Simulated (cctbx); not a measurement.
**Diagnosing a refinement**

Cell a = 13.6930 Å, b = 4.1340 Å, c = 11.2770 Å, α = 90.00°, β = 90.00°, γ = 90.00°; space group Pnma (no. 62). The compound is KNaScAgS3.

The data are simulated with cctbx, not measured: synchrotron X-rays, λ = 0.6889 Å, to d = 0.6 Å, 95 % of the full sphere, strongest reflection 20000 counts, noise from counting, a 4 % proportional error and a noise floor of 8 counts (s.d.); no absorption.

An anisotropic refinement with weights 1/σ² prints:

```text
Rint 0.053, 1708 unique reflections to 0.60 A
cycle     R1     wR2    GooF  max shift (A)
   1  0.0374  0.0769   2.028   0.00216
   2  0.0173  0.0364   0.960   0.00000
final R1 0.0173 wR2 0.0364 GooF 0.960  parameters 42  data/parameter 40.7
atom        x        y        z      Ueq    occ   su(xyz)  su(Uiso or U11)
Ag1    0.67320  0.75000  0.72550   0.0071  1.000  0.00001  0.0001
Sc1    0.52599  0.75000  0.16667   0.0076  1.000  0.00003  0.0001
K1     0.73206  0.75000  0.45676   0.0126  1.000  0.00004  0.0002
S1     0.41292  0.75000  0.37069   0.0135  1.000  0.00005  0.0002
S2     0.59832  0.75000  0.92983   0.0108  1.000  0.00005  0.0002
S3     0.85630  0.75000  0.72897   0.0093  1.000  0.00005  0.0002
Na1    0.96446  0.75000  0.91105   0.0196  1.000  0.00011  0.0005
difference map: max 1.13 min -1.31 rms 0.23
Q1    0.0295  0.2500  0.5722    4    1.18  1.31 A from Sc1
Q2    0.1965  0.7500  0.8551    4    1.09  0.96 A from Ag1
Q3    0.0270  0.7500  0.2368    4    0.98  1.09 A from Sc1
Q4    0.1320  0.7500  0.6571    4    0.94  1.08 A from S2
Q5    0.0814  0.7500  0.2846    4    0.94  0.94 A from Sc1
Q6    0.2424  0.7500  0.6362    4    0.92  1.82 A from Ag1
```

Q: Accept it or mend it, and why?

It can stand. The set-up had a fault (dispersion terms of the wrong wavelength (1.54184 Å)), but the figures of merit move little: R1 = 0.0173, wR2 = 0.0364, GooF = 0.96 against R1 = 0.0164, wR2 = 0.0345, GooF = 0.91 for the right model.

The compound is KNaScAgS3. The right model at the same level gives:

```text
Rint 0.053, 1708 unique reflections to 0.60 A
cycle     R1     wR2    GooF  max shift (A)
   1  0.0305  0.0640   1.688   0.00269
   2  0.0164  0.0345   0.911   0.00000
final R1 0.0164 wR2 0.0345 GooF 0.911  parameters 42  data/parameter 40.7
atom        x        y        z      Ueq    occ   su(xyz)  su(Uiso or U11)
Ag1    0.67320  0.75000  0.72550   0.0059  1.000  0.00001  0.0000
Sc1    0.52600  0.75000  0.16668   0.0078  1.000  0.00003  0.0001
K1     0.73207  0.75000  0.45676   0.0125  1.000  0.00004  0.0002
S1     0.41290  0.75000  0.37069   0.0134  1.000  0.00005  0.0002
S2     0.59832  0.75000  0.92983   0.0107  1.000  0.00004  0.0002
S3     0.85628  0.75000  0.72896   0.0093  1.000  0.00005  0.0002
Na1    0.96444  0.75000  0.91110   0.0202  1.000  0.00011  0.0005
difference map: max 1.15 min -1.22 rms 0.21
Q1    0.0307  0.2500  0.5734    4    1.19  1.31 A from Sc1
Q2    0.1998  0.7500  0.8575    4    1.00  1.00 A from Ag1
Q3    0.1326  0.7500  0.6546    4    0.92  1.06 A from S2
Q4    0.0809  0.7500  0.2863    4    0.92  0.92 A from Sc1
Q5    0.0797  0.2500  0.0329    4    0.87  0.87 A from Na1
Q6    0.1077  0.1389  0.2490    8    0.87  0.72 A from S3
```

This is a model crystal, built by substitution and not relaxed, with assumed displacement parameters.

[Middle refinement cycles are left out of these outputs.]

[Logs are printed without paths, hosts, clocks, repeated set-up lines and the standing remarks that a program may print on its own settings, such as how far it seeks lower states.]
